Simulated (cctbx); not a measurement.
# Sm3Lu2V4Ni2 across an absorption edge

Space group Pbam (no. 55), a = 7.5950 Å, b = 16.8620 Å, c = 3.3860 Å, α = 90.00°, β = 90.00°, γ = 90.00°.

| atom | mult. | x | y | z | Ueq (Å²) |
| --- | --- | --- | --- | --- | --- |
| Lu1 | 4 | 0.2549 | 0.2220 | 0 | 0.0104 |
| Sm1 | 2 | 0 | 1/2 | 0 | 0.0146 |
| Sm2 | 4 | 0.6106 | 0.5843 | 0 | 0.0176 |
| Ni1 | 4 | 0.4695 | 0.3031 | 1/2 | 0.0137 |
| V1 | 4 | 0.2991 | 0.5690 | 1/2 | 0.0184 |
| V2 | 4 | 0.9275 | 0.6497 | 1/2 | 0.0145 |

The model was made for the exercise: a known structure type with other elements put in, its volume estimated, not relaxed; displacement parameters are assumed.

Calculated with cctbx: free-atom f′ and f″ from the Sasaki tables, no fine structure; amplitudes in electrons.

```csv
E (eV),F 0 2 1,F 1 2 1,F 0 0 1,F 2 0 0
8644,48.9,48.7,285.8,31.1
8994,56.6,51.7,278.6,24.0
9124,62.2,53.9,272.7,22.5
9184,66.9,55.8,267.4,23.2
9214,71.8,57.7,261.8,25.5
9229,76.6,59.6,256.3,28.7
9236,80.9,61.2,251.4,32.2
9240,85.4,63.0,246.3,36.2
9248,82.3,62.2,249.9,32.1
9252,76.0,59.9,256.4,25.4
9259,70.7,58.0,261.9,19.8
9274,65.1,55.9,267.8,13.9
9304,59.7,53.9,273.6,8.6
9394,53.2,51.5,281.1,4.2
9644,48.1,49.4,288.1,6.8
```

**Question.** Which edge is crossed, and why do the reflections move as they do?

The L3 edge of Lu. The edge is at 9244 eV. f′ of Lu falls from -12.0 e at 9124 eV to -18.9 e at 4 eV below it, and f″ steps from 3.76 to 10.53 e across it. Over that approach |F| changes by +37 % (0 2 1), +17 % (1 2 1), -10 % (0 0 1) and +61 % (2 0 0): a reflection falls where Lu scatters in phase with the total and rises where it scatters against it; it hardly moves where the Lu term is small or cancels by symmetry. Above the edge the larger f″ enters the imaginary part, where it can add to or cancel the other atoms' f″. The structure is centrosymmetric, so Friedel mates stay equal.

[Logs are printed without paths, hosts, clocks, repeated set-up lines and the standing remarks that a program may print on its own settings, such as how far it seeks lower states.]
